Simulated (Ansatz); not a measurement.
# What AlPt3N (built on the sites of a database entry of InNi3N) distorts into

Which phase does AlPt3N (built on the sites of a database entry of InNi3N) fall into along its unstable mode, and how much energy does it gain?

Main program and level: Ansatz 0.2.0; DFT RPBE, scalar-relativistic, plane waves, PAW.

The structure was built from a prototype and need not be the compound's stable phase.

## Step 1: The starting structure

Symmetry: Pm-3m, No. 221, cubic system. The conventional cell has a = 4.209 Å, b = 4.209 Å, c = 4.209 Å, α = 90.00°, β = 90.00°, γ = 90.00°. Al has 12 Pt at 2.98 Å nearest. Nearest to Pt lie 2 N at 2.10 Å. Nearest to N lie 6 Pt at 2.10 Å. Farther neighbours and most contacts between anions are not listed.

## Step 2: Response at finite wavevector

The cell comes from relaxations at this level that are not shown. Stability and thermal properties need the whole zone. Linear response on a 4×4×4 q mesh gives force constants as far as a supercell of that size would.

File input.yaml:

```yaml
crystal:
  lattice:
    - [4.2086436197, 0.0, 0.0]
    - [0.0, 4.2086436197, 0.0]
    - [0.0, 0.0, 4.2086436197]
  atoms:
    - { symbol: Al, position: [0.0, 0.0, 0.0] }
    - { symbol: Pt, position: [0.5, 0.5, 0.0] }
    - { symbol: Pt, position: [0.5, 0.0, 0.5] }
    - { symbol: Pt, position: [0.0, 0.5, 0.5] }
    - { symbol: "N", position: [0.5, 0.5, 0.5] }
kpoints:
  mp_grid: { grid: [8, 8, 8] }
hamiltonian:
  xc: rpbe
scf:
  occupations: { method: methfessel_paxton, width: 0.2 }
output:
  eigenvalues: true
phonons:
  method: dfpt
  qmesh: [4, 4, 4]
  temperatures: { t_max: 1000, t_step: 50 }
  qpath:
    path:
      - [[0.0, 0.0, 0.0], [0.0, 0.5, 0.0], [0.5, 0.5, 0.0], [0.0, 0.0, 0.0], [0.5, 0.5, 0.5], [0.0, 0.5, 0.0]]
      - [[0.5, 0.5, 0.5], [0.5, 0.5, 0.0]]
    npoints: 10
```

Run with:

```
ansatz run input.yaml --threads 8 --pin off --max-ram 14336MiB --backend cpu --events-out ev --progress --plain --runs-dir out
```

Numbers of over 12 decimals in the logs are rounded to 6 here.

Output:

```text
Engine: ansatz 0.2.0, aarch64-unknown-linux-gnu
Pseudopotentials: kind: paw
Pseudopotential: Al, paw, valence charge 3, recommended cutoff 420 eV (normal), Al.paw.azcp
Pseudopotential: Pt, paw, valence charge 18, recommended cutoff 420 eV (normal), Pt.paw.azcp
Pseudopotential: N, paw, valence charge 5, recommended cutoff 420 eV (normal), N.paw.azcp
Functional definition: RPBE
  parameter kappa = 0.804
  parameter beta = 0.066725
  exchange = rpbe_x(kappa = kappa, mu = beta*pi^2/3)
  correlation = pbe_c(beta = beta)
Crystal: 5 atoms, lattice volume = 74.546 Å³
Basis set: ecut = 420 eV, 1419 PW (Γ), exchange–correlation on 60×60×60 points (8 copies of the dense FFT grid, shifted against one another)
Bands: 38, of which v1, the nominal top of the filled ones, is band 31 counted from 1 (30 counted from 0)
Symmetry: 48 space group operations
k-points: 35 of 512
Non-local potential: Al, projectors of the file, l = 0: 2, l = 1: 2, l = 2: 1
Non-local potential: Pt, projectors of the file, l = 0: 3, l = 1: 2, l = 2: 2, l = 3: 1
Non-local potential: N, projectors of the file, l = 0: 2, l = 1: 2, l = 2: 1
PAW form: soft (Blöchl's): semilocal exchange-correlation on the pseudo side does not see the compensation charge
PAW frozen core: Al, regenerated for the run's functional, and the local potential with it (the file was generated under x = pbe(κ = 0.804, μ = 0.219515), c = pbe(β = 0.066725))
PAW frozen core: Pt, regenerated for the run's functional, and the local potential with it (the file was generated under x = pbe(κ = 0.804, μ = 0.219515), c = pbe(β = 0.066725))
PAW frozen core: N, regenerated for the run's functional, and the local potential with it (the file was generated under x = pbe(κ = 0.804, μ = 0.219515), c = pbe(β = 0.066725))
PAW one-centre angular grid: Al, 110 points (default); XC on 64 Gauss nodes
PAW one-centre angular grid: Pt, 590 points (default); XC on 64 Gauss nodes
PAW one-centre angular grid: N, 110 points (default); XC on 64 Gauss nodes
Initial density: superposition of atomic densities (neutral atoms: chi_scale 0, normalization atom), corrected by the library's trained network
Initial wavefunctions: pseudopotential atomic-orbital guess
Functional: x = rpbe, c = pbe(β = 0.066725)
SCF iter   1: F=—  HF=-38534.590149 eV  |F-HF|=—  |Δ(HF+E_count)|=         —  Δρ=1.18e-2  dr2=1.34e-1  ethr=1.77e-3  ⟨swp⟩=5.3  Hψ=4622  notcnv=0
preconditioner: auto → Kerker (q_TF=auto, 2.646 Å⁻¹)  [metal: Δε(μ)=0.060 eV  Ē_g=8.046 eV  σ=0.200 eV  W_gap=0.24  n_scr=26 (ndim 8)  ℏωp=26.5 eV  f_vac=0.000  D(μ)=1.99/eV (n_scr^D=18)]
SCF iter   2: F=—  HF=-38534.571293 eV  |F-HF|=—  |Δ(HF+E_count)|=   1.89e-2  S|Δr|=    0.00e0  Δρ=6.19e-3  dr2=4.36e-2  ethr=2.17e-4  ⟨swp⟩=1.0  Hψ=1610  notcnv=0
SCF iter   3: F=—  HF=-38534.561945 eV  |F-HF|=—  |Δ(HF+E_count)|=   9.35e-3  S|Δr|=    0.00e0  Δρ=1.26e-3  dr2=2.98e-3  ethr=7.04e-5  ⟨swp⟩=2.1  Hψ=1667  notcnv=0
SCF iter   4: F=—  HF=-38534.560841 eV  |F-HF|=—  |Δ(HF+E_count)|=   1.10e-3  S|Δr|=    0.00e0  Δρ=3.53e-4  dr2=1.09e-4  ethr=4.80e-6  ⟨swp⟩=2.0  Hψ=1663  notcnv=0
SCF iter   5: F=—  HF=-38534.560800 eV  |F-HF|=—  |Δ(HF+E_count)|=   4.14e-5  S|Δr|=    0.00e0  Δρ=5.98e-5  dr2=3.24e-6  ethr=1.76e-7  ⟨swp⟩=2.0  Hψ=1751  notcnv=0
SCF iter   6: F=—  HF=-38534.560793 eV  |F-HF|=—  |Δ(HF+E_count)|=   6.36e-6  S|Δr|=    0.00e0  Δρ=1.33e-5  dr2=1.31e-7  ethr=5.23e-9  ⟨swp⟩=2.5  Hψ=1937  notcnv=0
SCF iter   7: F=—  HF=-38534.560793 eV  |F-HF|=—  |Δ(HF+E_count)|=   2.31e-9  S|Δr|=    0.00e0  Δρ=2.66e-6  dr2=5.41e-9  ethr=2.11e-10  ⟨swp⟩=2.2  Hψ=1952  notcnv=0
SCF iter   8: F=—  HF=-38534.560793 eV  |F-HF|=—  |Δ(HF+E_count)|=  6.84e-10  S|Δr|=    0.00e0  Δρ=6.17e-7  dr2=2.67e-10  ethr=8.73e-12  ⟨swp⟩=2.0  Hψ=1694  notcnv=0
SCF iter   9: F=—  HF=-38534.560793 eV  |F-HF|=—  |Δ(HF+E_count)|=  4.37e-11  S|Δr|=    0.00e0  Δρ=1.38e-7  dr2=1.81e-11  ethr=1.00e-12  ⟨swp⟩=2.0  Hψ=2020  notcnv=0
SCF iter  10: F=-38534.560793 eV  HF=-38534.560793 eV  |F-HF|=7.28e-12  |Δ(HF+E_count)|=    0.00e0  S|Δr|=    0.00e0  Δρ=3.13e-8  dr2=7.58e-13  ethr=1.00e-12  ⟨swp⟩=8.7  Hψ=5453  notcnv=0
SCF 1 converged in 10 iterations: F = -38534.560793 eV  dr2 = 7.58e-13
  greatest PAW one-centre occupation: 1.000 electrons in one spin orbital (limit 2), on the Pt atom at site 3 (counted from 0), in its partial waves of l = 0
Initial density: read from a saved state, or passed on in memory by an earlier SCF of this step, an earlier step, the calling program or the single point that the run made first
iter 1 solved again at ethr=7.59e-8 eV; its pass at ethr=3.10e-3 eV (dr2=4.70e-5 eV) is discarded
SCF iter   1: F=—  HF=-38534.560796 eV  |F-HF|=—  |Δ(HF+E_count)|=         —  Δρ=5.36e-7  dr2=1.82e-10  ethr=7.59e-8  ⟨swp⟩=3.0  Hψ=7794  notcnv=0
eigensolver tolerance schedule: the retry pair's looser diagonalisation over-reported the residual by 258342.31 of it (diagonalisation noise at an unbounded share of the residual, at the tolerance the schedule requests for it); recorded, not acted on — ethr = c·dr2/N_el stays at c = 1.0e-1
preconditioner: auto → Kerker (q_TF=auto, 2.646 Å⁻¹)  [metal: Δε(μ)=0.009 eV  Ē_g=7.998 eV  σ=0.200 eV  W_gap=0.04  n_scr=26 (ndim 8)  ℏωp=26.5 eV  f_vac=0.000  D(μ)=2.30/eV (n_scr^D=18)]
SCF iter   2: F=—  HF=-38534.560793 eV  |F-HF|=—  |Δ(HF+E_count)|=   2.85e-6  S|Δr|=    0.00e0  Δρ=2.77e-7  dr2=4.02e-11  ethr=1.00e-12  ⟨swp⟩=3.1  Hψ=3353  notcnv=0
SCF iter   3: F=—  HF=-38534.560793 eV  |F-HF|=—  |Δ(HF+E_count)|=    0.00e0  S|Δr|=    0.00e0  Δρ=1.81e-7  dr2=1.71e-11  ethr=1.00e-12  ⟨swp⟩=3.3  Hψ=3107  notcnv=0
SCF iter   4: F=-38534.560793 eV  HF=-38534.560793 eV  |F-HF|=7.28e-12  |Δ(HF+E_count)|=  1.46e-11  S|Δr|=    0.00e0  Δρ=6.33e-8  dr2=2.19e-12  ethr=1.00e-12  ⟨swp⟩=2.0  Hψ=2559  notcnv=0
SCF 2 converged in 4 iterations: F = -38534.560793 eV  dr2 = 2.19e-12
  greatest PAW one-centre occupation: 1.000 electrons in one spin orbital (limit 2), on the Pt atom at site 2 (counted from 0), in its partial waves of l = 0
phonons: the bands overlap, so this run is a metal and interpolates without the dipole-dipole term. If the crystal is really an insulator or semiconductor, its LO-TO splitting is missing
NSCF: frozen V_eff on 35 k-points
NSCF: frozen V_eff on 125 k-points
DFPT response loops at q = (0, 0, 0) (fractional): preconditioner auto → Kerker (q_TF=auto, 2.646 Å⁻¹) (partly filled bands, converged f_vac=0.000); β = 1.00, the filter's whole step (`scf.mixing.beta` (0.50) is not read by the response loops under this deck's `scf.mixing.preconditioner`; to damp them name `kerker` or `kerker_dos`, under which they read `scf.mixing.beta`, and type it under 1.00, their step now; both keys bind the ground state too); Broyden in place of MSR1
NSCF: frozen V_eff on 400 k-points
DFPT response loops at q = (0, 0, 0.25) (fractional): mixed as the last ones told, above
NSCF: frozen V_eff on 250 k-points
DFPT response loops at q = (0, 0, -0.5) (fractional): mixed as the last ones told, above
NSCF: frozen V_eff on 640 k-points
DFPT response loops at q = (0, 0.25, 0.25) (fractional): mixed as the last ones told, above
NSCF: frozen V_eff on 400 k-points
DFPT response loops at q = (0, 0.25, -0.5) (fractional): mixed as the last ones told, above
NSCF: frozen V_eff on 250 k-points
DFPT response loops at q = (0, -0.5, -0.5) (fractional): mixed as the last ones told, above
NSCF: frozen V_eff on 1024 k-points
DFPT response loops at q = (0.25, 0.25, 0.25) (fractional): mixed as the last ones told, above
NSCF: frozen V_eff on 640 k-points
DFPT response loops at q = (0.25, 0.25, -0.5) (fractional): mixed as the last ones told, above
NSCF: frozen V_eff on 400 k-points
DFPT response loops at q = (0.25, -0.5, -0.5) (fractional): mixed as the last ones told, above
NSCF: frozen V_eff on 250 k-points
DFPT response loops at q = (-0.5, -0.5, -0.5) (fractional): mixed as the last ones told, above
SCF converged after 10 iterations
Stability not checked: this state was not tested for a lower state beside it, because cold or Methfessel-Paxton smearing, or corrected tetrahedra, fill the levels in a way that the test cannot read (fill_not_monotonic; see scf.lower_state_search)
Free energy (F): -38534.560793 eV
Harris-Foulkes:  -38534.560793 eV  (|F-HF|=7.28e-12)
Internal energy: -38534.564823 eV  (E = F + TS)
E sigma→0 (E₀):  -38534.561801 eV
Entropy (-TS):   0.004029 eV (0.806 meV/atom)
Fermi energy:    17.156097 eV
--- Per-component energies (eV) ---
  E_band       = -656.477069
  E_kinetic    = 2066.612846
  E_local      = -6712.338255  (includes V_loc(G=0)·N_el)
  E_nonlocal   = 654.710634
  E_hartree    = 2614.765977
  E_xc         = -883.352198
  E_vxc        = -1009.861124  (∫ρ·V_xc dr)
  E_paw        = -29001.949857  (= ΣΔE_a)
  E_vpaw       = -885.133882  (= ΣTr[D̂ρ^β])
  E_aug_tail   = 0.000732  (compensation charges beyond the density's cutoff)
  E_ewald      = -7272.867186
  E_core_change = -0.147516  (= ΣΔE_core)
  E_smearing   = 0.004029  (= −TS)
  E_closure    = -0.000000  (closes the sum)
  Σ components = -38534.560793   (vs F -38534.560793, Δ=0.00e0)
--- Band table (eV; the first three rows and the last of 35) ---
  k-point 0: bands = [... 27 lower, 16.3705, 16.4006, 16.4006, 16.4006, 17.9790, 17.9790, 17.9790, 18.4345, ... 3 higher]
  k-point 1: bands = [... 27 lower, 16.2471, 16.3249, 16.3249, 16.4009, 17.6208, 18.2945, 18.2945, 18.5615, ... 3 higher]
  k-point 2: bands = [... 27 lower, 15.8916, 16.1711, 16.1711, 16.4016, 17.5610, 18.5789, 19.0912, 19.0912, ... 3 higher]
  k-point 34: bands = [... 27 lower, 15.0251, 16.2060, 16.2060, 16.2060, 17.9177, 17.9177, 17.9177, 18.4578, ... 3 higher]
--- Phonons (Γ-DFPT): 4 representative perturbations + reference (Σ response iterations 14) ---
  ASR residual: 5.603e-5 → 0.000e0 eV/Å²; symmetrization residual: 4.174e-6 eV/Å²
  ASR residual per site (eV/Å²): 3.48e-5 2.54e-5 2.54e-5 2.54e-5 5.60e-5
  Γ frequencies (cm⁻¹): -139.68 -139.68 -139.68 -96.30 -96.30 -96.30 0.00 0.00 0.00 61.61 61.61 61.61 271.18 271.18 271.18
--- Phonons (arbitrary-q DFPT): 10 irreducible q on the 4×4×4 mesh ---
  q = [0.0000, 0.0000, 0.0000] (star 1, of the zone-centre solve; hermiticity 5.94e-7, symmetrization 9.29e-13): -139.68 -139.68 -139.68 -96.30 -96.30 -96.30 -0.00 -0.00 0.00 61.61 61.61 61.61 271.18 271.18 271.18
  q = [0.0000, 0.0000, 0.2500] (star 6, 9 solved perturbations in 1560 linear systems a pass and spin channel, the states on 200 of 512 k-point pairs; hermiticity 6.47e-7, symmetrization 3.27e-13): -126.50 -126.50 -86.06 -86.06 -84.67 -34.61 -22.49 -22.49 62.55 62.55 99.22 125.07 279.74 279.74 400.61
  q = [0.0000, 0.0000, -0.5000] (star 3, 9 solved perturbations in 975 linear systems a pass and spin channel, the states on 125 of 512 k-point pairs; hermiticity 5.89e-7, symmetrization 1.13e-12): -105.66 -105.66 -83.36 -69.51 -69.51 -32.25 -32.25 46.42 62.97 62.97 139.09 158.71 290.00 290.00 513.28
  q = [0.0000, 0.2500, 0.2500] (star 12, 9 solved perturbations in 2460 linear systems a pass and spin channel, the states on 320 of 512 k-point pairs; hermiticity 6.41e-7, symmetrization 1.91e-13): -109.18 -88.86 -83.94 -69.73 -68.87 -39.43 11.49 54.52 69.74 106.63 109.37 142.04 288.61 394.83 395.49
  q = [0.0000, 0.2500, -0.5000] (star 12, 15 solved perturbations on 200 of 512 k-point pairs; hermiticity 5.86e-7, symmetrization 4.71e-14): -93.84 -81.80 -67.77 -65.50 -53.05 -52.71 64.46 76.89 79.52 88.51 125.62 158.63 299.51 385.07 503.08
  q = [0.0000, -0.5000, -0.5000] (star 3, 9 solved perturbations in 975 linear systems a pass and spin channel, the states on 125 of 512 k-point pairs; hermiticity 4.70e-7, symmetrization 1.41e-13): -73.48 -67.66 -67.66 -67.55 -66.97 -66.97 81.11 85.84 86.35 86.35 119.34 161.79 307.96 491.96 491.96
  q = [0.2500, 0.2500, 0.2500] (star 8, 4 solved perturbations in 1376 linear systems a pass and spin channel, the states on 512 of 512 k-point pairs; hermiticity 3.19e-7, symmetrization 5.15e-13): -93.08 -84.51 -84.51 -49.80 -49.80 18.31 57.83 57.83 98.14 98.14 116.30 155.98 383.50 383.50 394.66
  q = [0.2500, 0.2500, -0.5000] (star 12, 9 solved perturbations in 2460 linear systems a pass and spin channel, the states on 320 of 512 k-point pairs; hermiticity 3.11e-7, symmetrization 5.49e-13): -86.78 -82.33 -63.30 -25.75 -25.65 59.84 67.96 84.67 85.80 88.49 111.48 165.96 372.70 384.35 497.67
  q = [0.2500, -0.5000, -0.5000] (star 6, 9 solved perturbations in 1560 linear systems a pass and spin channel, the states on 200 of 512 k-point pairs; hermiticity 4.00e-7, symmetrization 1.52e-13): -73.02 -73.02 -66.71 32.29 32.29 48.73 70.29 70.29 86.17 89.53 119.37 176.79 380.58 492.83 492.83
  q = [-0.5000, -0.5000, -0.5000] (star 1, 4 solved perturbations in 350 linear systems a pass and spin channel, the states on 125 of 512 k-point pairs; hermiticity 3.53e-7, symmetrization 1.40e-12): -65.74 -65.74 -65.74 -27.91 -27.91 -27.91 83.84 83.84 83.84 120.36 120.36 190.16 489.36 489.36 489.36
  sum rule: each row above includes the acoustic sum rule's correction from the zone centre's row sums; it moved no ω² by more than (1.04 cm⁻¹)²
  mesh force constants: q→R imaginary residual 5.76e-19; ASR residual 5.603e-5 → 0.000e0 eV/Å²; symmetrization residual 1.599e-14 eV/Å²
  interpolated dispersion: 62 rows × 15 modes
  density of states and harmonic sums: on the 16×16×16 q-mesh, interpolated from the force constants of a 4×4×4 supercell (no non-analytic term)
  largest difference from the sums on the solved wave vectors: F 4.08e-2 eV, S 5.29e-5 and C_V 1.44e-5 eV/K
  zero-point energy: 0.107808 eV/cell   skipped modes (ω ≤ 0): 931, of them read as no rigid motion or as one in doubt: 928 (5.546e0 modes/cell left out, lowest -139.68 cm⁻¹)   left out of the sums: 3.70e-1 of the cell's modes: C_V's classical limit lies that fraction below 3 k_B per atom; for a crystal, a wire or a layer, F and S can be off by more, and a phonons.interpolated_qmesh denser along its periods is the remedy for the sampling
```

Run time: 8.5 min. Hardware: 8 threads of Arm Neoverse V2, shared host; peak memory 3.2 GiB.

This step gave:

```
volume per atom                                         : 14.91 Å³
gap on the k-mesh                                       : 0 eV
sum-rule residual before enforcement                    : 5.60e-5 eV/Å²
lowest frequency on the path                            : -139.7 cm⁻¹
point group                                             : m-3m
highest frequency on the path or at a solved wavevector : 513.3 cm⁻¹
highest optical mode at the zone centre (no LO-TO term) : 271.2 cm⁻¹
lowest optical zone-centre mode                         : -139.7 cm⁻¹
lowest mode on the q mesh (acoustic modes at Γ apart)   : -139.7 cm⁻¹
```

Frequencies (cm⁻¹) solved at each irreducible wavevector; negative means imaginary. Frequencies by wavevector, by row:

```csv
q in reciprocal lattice units,star,mode 1,mode 2,mode 3,mode 4,mode 13,mode 14,mode 15
0 0 0,1,-139.7,-139.7,-139.7,-96.3,271.2,271.2,271.2
0 0 0.25,6,-126.5,-126.5,-86.1,-86.1,279.7,279.7,400.6
0 0 -0.5,3,-105.7,-105.7,-83.4,-69.5,290,290,513.3
0 0.25 0.25,12,-109.2,-88.9,-83.9,-69.7,288.6,394.8,395.5
0 0.25 -0.5,12,-93.8,-81.8,-67.8,-65.5,299.5,385.1,503.1
0 -0.5 -0.5,3,-73.5,-67.7,-67.7,-67.5,308,492,492
0.25 0.25 0.25,8,-93.1,-84.5,-84.5,-49.8,383.5,383.5,394.7
0.25 0.25 -0.5,12,-86.8,-82.3,-63.3,-25.8,372.7,384.4,497.7
0.25 -0.5 -0.5,6,-73,-73,-66.7,32.3,380.6,492.8,492.8
-0.5 -0.5 -0.5,1,-65.7,-65.7,-65.7,-27.9,489.4,489.4,489.4
```

Interpolated from a 4×4×4 q mesh. Phonon branches along the path, in cm⁻¹:

```csv
point,branch 1,branch 2,branch 3,branch 4,branch 12,branch 13,branch 14,branch 15
Γ,-140,-140,-140,-96,62,271,271,271
halfway,-126,-126,-86,-86,125,280,280,401
X,-106,-106,-83,-70,159,290,290,513
halfway,-94,-82,-68,-66,159,300,385,503
M,-74,-68,-68,-68,162,308,492,492
halfway,-109,-89,-84,-70,142,289,395,396
Γ,-140,-140,-140,-96,62,271,271,271
halfway,-93,-84,-84,-50,156,384,384,395
R,-66,-66,-66,-28,190,489,489,489
halfway,-87,-82,-63,-26,166,373,384,498
X,-106,-106,-83,-70,159,290,290,513
jump to R,-66,-66,-66,-28,190,489,489,489
halfway,-73,-73,-67,32,177,381,493,493
M,-74,-68,-68,-68,162,308,492,492
```

Symmetry leaves 10 wavevectors to solve. The lowest mode among them, the acoustic zeros apart, lies at Γ and is imaginary, 139.7i cm⁻¹, so the energy falls along it.

## Step 3: The mode frozen in, largest atomic shift 0 Å

The mode followed lies at Γ with frequency 139.7i cm⁻¹ and is 3-fold degenerate, the softest among the wavevectors solved. At small amplitude the distorted cell has space group no. 160 by a symmetry search on the positions. The undistorted cell that holds it gives the zero of energy on the same k mesh.

input.yaml, the sections that differ from step 2:

```yaml
output:
  forces: true
  stress: true
  eigenvalues: true
# crystal, kpoints, hamiltonian, scf: as in step 2
# phonons: removed
```

Output:

```text
[...]
Crystal: 5 atoms, lattice volume = 74.546 Å³
Basis set: ecut = 420 eV, 1419 PW (Γ), exchange–correlation on 60×60×60 points (8 copies of the dense FFT grid, shifted against one another)
Bands: 38, of which v1, the nominal top of the filled ones, is band 31 counted from 1 (30 counted from 0)
Symmetry: 48 space group operations
[...]
k-points: 35 of 512
[...]
k-point 0: bands = [... 27 lower, 16.3705, 16.4006, 16.4006, 16.4006, 17.9790, 17.9790, 17.9790, 18.4345, ... 3 higher]
  k-point 1: bands = [... 27 lower, 16.2471, 16.3249, 16.3249, 16.4009, 17.6208, 18.2945, 18.2945, 18.5615, ... 3 higher]
  k-point 2: bands = [... 27 lower, 15.8916, 16.1711, 16.1711, 16.4016, 17.5610, 18.5789, 19.0912, 19.0912, ... 3 higher]
  k-point 34: bands = [... 27 lower, 15.0251, 16.2060, 16.2060, 16.2060, 17.9177, 17.9177, 17.9177, 18.4578, ... 3 higher]
[key lines of the parts left out:]
SCF converged after 7 iterations
Free energy (F): -38534.560793 eV
Fermi energy:    17.156105 eV
P = ⅓ Tr σ = -0.0003 GPa (-0.003 kbar)
```

Wall time 0.74 s (8 threads); peak memory 0.46 GiB.

Numbers from this step:

```
pressure                         : -2.79e-4 GPa
energy from the undistorted cell : 0 meV/atom
```

The run ends at a pressure of 0.00 GPa.

(Part 1 of 3 ends here.)

[Logs are printed without paths, hosts, clocks, repeated set-up lines and the standing remarks that a program may print on its own settings, such as how far it seeks lower states.]

[Hosts, paths, dates, database ids (printed as entryN), source tags and the programs' standing remarks are cut or masked in the printed files.]
